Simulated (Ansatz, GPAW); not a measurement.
# Work function of a 5-layer slab of Ag(100) at several levels, part 2 of 4

Aim: the work function of both faces of a 5-layer slab of Ag(100), and its spread over functionals and bases.

GPAW 26.7.0 and Ansatz 0.2.0; GPAW, PAW setups; slab in vacuum (the session's first sound run).

So far, upper work function (eV): step 2 (relaxing the atoms) 4.28; step 3 (the slab's potential) 4.28.

### Step 4. Self-consistent run: xc = "revPBE"

The same geometry under revPBE, to see how far the functional moves the levels against the vacuum.

Input file run.py:

```python
import json
import numpy as np
from ase import Atoms
from gpaw import GPAW, PW

slab = Atoms(
    ['Ag', 'Ag', 'Ag', 'Ag', 'Ag'],
    positions=[
        [0.00000, 0.00000, 9.00000],
        [1.44603, 1.44603, 11.04500],
        [0.00000, -0.00000, 13.16552],
        [1.44603, 1.44603, 15.28732],
        [-0.00000, -0.00000, 17.37279]],
    cell=[[2.89207, 0.0, 0.0], [0.0, 2.89207, 0.0], [0.0, 0.0, 26.18]],
    pbc=[True, True, False])

slab.calc = GPAW(mode=PW(400), xc='revPBE', kpts={'size': (11, 11, 1), 'gamma': True},
                 occupations={'name': 'fermi-dirac', 'width': 0.1}, nbands='160%',
                 convergence={'density': 1e-05}, maxiter=200,
                 poissonsolver={'dipolelayer': 'xy'},
                 symmetry={'tolerance': 1e-3}, txt='slab.txt')
result = {}
energy = slab.get_potential_energy()
fermi = slab.calc.get_fermi_level()
v = slab.calc.get_electrostatic_potential().mean((0, 1)) - fermi
n = slab.calc.get_pseudo_density().mean((0, 1))
L = slab.cell[2, 2]
z = np.arange(len(v)) * L / len(v)
low, high = slab.positions[:, 2].min(), slab.positions[:, 2].max()
below, above = np.interp([low - 6.8, high + 6.8], z, v)
slopes = [np.interp(x, z, np.gradient(v, z)) for x in (low - 6.8, high + 6.8)]
eps = np.array([[slab.calc.get_eigenvalues(k, s) for k in range(len(slab.calc.get_ibz_k_points()))]
                for s in range(slab.calc.get_number_of_spins())]) - fermi
top, bottom = eps[eps < 0].max(), eps[eps > 0].min()
dipole = slab.get_dipole_moment()[2]
print(f'energy {energy:.4f} eV, Fermi level {fermi:.4f} eV, dipole {dipole:.5f} e A')
print(f'potential 6.8 A off the faces, from the Fermi level: lower {below:.4f} eV, upper {above:.4f} eV')
print(f'slope of the potential there: lower {slopes[0]:.5f}, upper {slopes[1]:.5f} eV/A')
print(f'nearest levels on the mesh: {top:.4f} and {bottom:.4f} eV')
print('magnetic moment', round(slab.get_magnetic_moment(), 3))
result.update(energy=energy, fermi=fermi, dipole=dipole, below=below, above=above, slopes=slopes, edges=[top, bottom],
              z=z.tolist(), v=v.tolist(), n=n.tolist(), positions=slab.positions.tolist(),
              forces=slab.get_forces(apply_constraint=False).tolist(), moments=slab.get_magnetic_moments().tolist())
json.dump(result, open('result.json', 'w'))
```

Launch:

```console
$ OMP_NUM_THREADS=1 OPENBLAS_NUM_THREADS=1 python run.py
```

The log of the run:

```text
energy -11.3226 eV, Fermi level 0.7732 eV, dipole -0.00047 e A
potential 6.8 A off the faces, from the Fermi level: lower 4.0870 eV, upper 4.0992 eV
slope of the potential there: lower -0.00005, upper 0.00020 eV/A
nearest levels on the mesh: -0.0065 and 0.0516 eV
magnetic moment 0.0
```

Run time: 2.5 min. Hardware: 1 thread of Arm Neoverse V2, shared host; peak memory 0.27 GiB.

Numbers from this step:

- dipole along the normal: -4.71e-4 e·Å
- levels nearest the Fermi level on the mesh: -0.006534, 0.05161 eV from the Fermi level
- upper work function: 4.099 eV
- lower work function: 4.087 eV

Table of electrostatic potential energy of an electron (without an applied field's), less the Fermi level, planar mean by z:

```
z (Å)  electrostatic potential energy of an electron (without an applied field's), less the Fermi level, planar mean (eV)
  0.0                                                                                                                4.09
  0.5                                                                                                                4.09
  1.0                                                                                                                4.09
  1.5                                                                                                                4.09
  2.0                                                                                                                4.09
  2.5                                                                                                                4.09
  3.0                                                                                                                4.09
  3.5                                                                                                                4.09
  4.0                                                                                                                4.09
  4.5                                                                                                                4.09
  5.0                                                                                                                4.09
  5.5                                                                                                                4.08
  6.0                                                                                                                4.07
  6.5                                                                                                                4.02
  7.0                                                                                                                3.86
  7.5                                                                                                                3.29
  8.0                                                                                                                1.08
  8.5                                                                                                               -7.32
  9.0                                                                                                               -17.4
  9.5                                                                                                               -7.52
 10.0                                                                                                              -0.926
 10.5                                                                                                               -6.64
 11.0                                                                                                               -17.5
 11.5                                                                                                               -8.78
 12.0                                                                                                              -0.640
 12.5                                                                                                               -3.90
 13.0                                                                                                               -15.9
 13.5                                                                                                               -12.0
 14.0                                                                                                               -1.48
 14.5                                                                                                               -2.03
 15.0                                                                                                               -13.3
 15.5                                                                                                               -15.1
 16.0                                                                                                               -3.19
 16.5                                                                                                               -1.21
 17.0                                                                                                               -10.8
 17.5                                                                                                               -16.4
 18.0                                                                                                               -4.22
 18.5                                                                                                                1.97
 19.0                                                                                                                3.52
 19.5                                                                                                                3.93
 20.0                                                                                                                4.05
 20.5                                                                                                                4.08
 21.0                                                                                                                4.09
 21.5                                                                                                                4.10
 22.0                                                                                                                4.10
 22.5                                                                                                                4.10
 23.0                                                                                                                4.10
 23.5                                                                                                                4.10
 24.0                                                                                                                4.10
 24.5                                                                                                                4.10
 25.0                                                                                                                4.10
 25.5                                                                                                                4.10
 26.0                                                                                                                4.10
```

The pseudo valence density, planar mean oscillates, so the rows of the table below give means over windows of 2.09 Å about each position, cut where the curve ends. Its maxima inside the range that stand out by 2 % of the span (Å: e/Å³): 9.0: 2.24, 11.1: 2.20, 13.2: 2.23, 15.3: 2.24, 17.4: 2.24. Its minima: 10.1: 0.266, 12.1: 0.239, 14.2: 0.236, 16.3: 0.249.

Table of pseudo valence density, planar mean by z; means over each step:

```
z (Å)  pseudo valence density, planar mean (e/Å³)
 3.13                                           0
 5.22                                      2.5e-4
 7.31                                      0.0706
 9.40                                       0.980
11.49                                       0.965
13.58                                       0.965
15.67                                       0.972
17.77                                       0.902
19.85                                     0.00671
21.95                                      3.6e-5
```

Force by atom:

```
atom  x (eV/Å)  y (eV/Å)  z (eV/Å)   size
 Ag1     0.000     0.000    -0.247  0.247
 Ag2     0.000     0.000     0.096  0.096
 Ag3     0.000     0.000     0.012  0.012
 Ag4     0.000     0.000     0.016  0.016
 Ag5     0.000     0.000     0.126  0.126
```

The upper face's work function is 4.099 eV, against 4.276 eV in the first plane-wave PBE run at this geometry.

### Step 5. Self-consistent run: xc = "LDA"

The same geometry under LDA, to see how far the functional moves the levels against the vacuum.

run.py, as its differences from that of step 4:

```diff
@@ -16,3 +16,3 @@
 
-slab.calc = GPAW(mode=PW(400), xc='revPBE', kpts={'size': (11, 11, 1), 'gamma': True},
+slab.calc = GPAW(mode=PW(400), xc='LDA', kpts={'size': (11, 11, 1), 'gamma': True},
                  occupations={'name': 'fermi-dirac', 'width': 0.1}, nbands='160%',
```

The log of the run:

```text
energy -17.8799 eV, Fermi level 0.1980 eV, dipole -0.00050 e A
potential 6.8 A off the faces, from the Fermi level: lower 4.6857 eV, upper 4.6986 eV
slope of the potential there: lower -0.00003, upper 0.00021 eV/A
nearest levels on the mesh: -0.0024 and 0.0548 eV
magnetic moment 0.0
```

It took 3 min on 1 thread; peak memory 0.28 GiB.

Numbers from this step:

```yaml
dipole_along_the_normal: -5.01e-4 e·Å
levels_nearest_the_fermi_level_on_the_mesh: -0.002355, 0.05481 eV from the Fermi level
upper_work_function: 4.699 eV
lower_work_function: 4.686 eV
```

The electrostatic potential energy of an electron (without an applied field's), less the Fermi level, planar mean oscillates, so the rows of the table below give means over windows of 2.09 Å about each position, cut where the curve ends. Its maxima inside the range that stand out by 2 % of the span (Å: eV): 10.1: -0.257, 12.1: 0.241, 14.2: 0.291, 16.3: 0.0867. Its minima: 9.0: -17.0, 11.0: -17.0, 13.2: -17.0, 15.3: -17.1, 17.4: -16.9.

The electrostatic potential energy of an electron (without an applied field's), less the Fermi level, planar mean by z; means over each step:

```
z (Å)  electrostatic potential energy of an electron (without an applied field's), less the Fermi level, planar mean (eV)
 1.04                                                                                                                4.69
 3.13                                                                                                                4.69
 5.22                                                                                                                4.68
 7.31                                                                                                                3.26
 9.40                                                                                                               -7.54
11.49                                                                                                               -7.42
13.58                                                                                                               -7.36
15.67                                                                                                               -7.50
17.77                                                                                                               -6.36
19.85                                                                                                                4.53
21.95                                                                                                                4.70
24.03                                                                                                                4.70
```

The upper face's work function is 4.699 eV, against 4.276 eV in the first plane-wave PBE run at this geometry.

### Step 6. Self-consistent run: xc = "RPBE"

The same geometry under RPBE, to see how far the functional moves the levels against the vacuum.

run.py, as its differences from that of step 5:

```diff
@@ -16,3 +16,3 @@
 
-slab.calc = GPAW(mode=PW(400), xc='LDA', kpts={'size': (11, 11, 1), 'gamma': True},
+slab.calc = GPAW(mode=PW(400), xc='RPBE', kpts={'size': (11, 11, 1), 'gamma': True},
                  occupations={'name': 'fermi-dirac', 'width': 0.1}, nbands='160%',
```

The log of the run:

```text
energy -10.8877 eV, Fermi level 0.8068 eV, dipole -0.00045 e A
potential 6.8 A off the faces, from the Fermi level: lower 4.0614 eV, upper 4.0731 eV
slope of the potential there: lower -0.00007, upper 0.00020 eV/A
nearest levels on the mesh: -0.0064 and 0.0507 eV
magnetic moment 0.0
```

Wall time 2.6 min (1 thread); peak memory 0.27 GiB.

Numbers from this step:

```yaml
dipole_along_the_normal: -4.49e-4 e·Å
levels_nearest_the_fermi_level_on_the_mesh: -0.006389, 0.05071 eV from the Fermi level
upper_work_function: 4.073 eV
lower_work_function: 4.061 eV
```

The upper face's work function is 4.073 eV, against 4.276 eV in the first plane-wave PBE run at this geometry.

### Step 7. Real-space grid: mode = "fd"

A real-space grid is a second complete basis, so it checks the plane-wave result.

run.py, as its differences from that of step 6:

```diff
@@ -3,3 +3,3 @@
 from ase import Atoms
-from gpaw import GPAW, PW
+from gpaw import GPAW
 
@@ -16,3 +16,3 @@
 
-slab.calc = GPAW(mode=PW(400), xc='RPBE', kpts={'size': (11, 11, 1), 'gamma': True},
+slab.calc = GPAW(mode='fd', h=0.18, xc='PBE', kpts={'size': (11, 11, 1), 'gamma': True},
                  occupations={'name': 'fermi-dirac', 'width': 0.1}, nbands='160%',
```

The log of the run:

```text
energy -13.6388 eV, Fermi level -4.2668 eV, dipole -0.00052 e A
potential 6.8 A off the faces, from the Fermi level: lower 4.2611 eV, upper 4.2724 eV
slope of the potential there: lower -0.00002, upper 0.00000 eV/A
nearest levels on the mesh: -0.0034 and 0.0502 eV
magnetic moment 0.0
```

The job ended after 15 min (1 thread; peak memory 1.4 GiB).

This step gave:

| Property | Result |
| --- | --- |
| dipole along the normal | -5.22e-4 e·Å |
| levels nearest the Fermi level on the mesh | -0.003381, 0.05022 eV from the Fermi level |
| upper work function | 4.272 eV |
| lower work function | 4.261 eV |

The electrostatic potential energy of an electron (without an applied field's), less the Fermi level, planar mean oscillates, so the rows of the table below give means over windows of 2.09 Å about each position, cut where the curve ends. Its maxima inside the range that stand out by 2 % of the span (Å: eV): 10.0: -0.734, 12.1: -0.222, 14.2: -0.240, 16.4: -0.431. Its minima: 9.0: -17.3, 11.0: -17.4, 13.2: -17.4, 15.3: -17.5, 17.4: -17.3.

Table of electrostatic potential energy of an electron (without an applied field's), less the Fermi level, planar mean by z; means over each step:

```
z (Å)  electrostatic potential energy of an electron (without an applied field's), less the Fermi level, planar mean (eV)
 1.04                                                                                                                4.26
 3.13                                                                                                                4.26
 5.22                                                                                                                4.25
 7.31                                                                                                                2.83
 9.40                                                                                                               -7.96
11.49                                                                                                               -7.84
13.58                                                                                                               -7.79
15.67                                                                                                               -7.93
17.77                                                                                                               -6.78
19.85                                                                                                                4.10
21.95                                                                                                                4.27
24.03                                                                                                                4.27
```

The upper face's work function is 4.272 eV, against 4.276 eV in the first plane-wave PBE run at this geometry.

[end of part 2 of 4]

[Logs are printed without paths, hosts, clocks, repeated set-up lines and the standing remarks that a program may print on its own settings, such as how far it seeks lower states.]

[Hosts, paths, dates, database ids (printed as entryN), source tags and the programs' standing remarks are cut or masked in the printed files.]
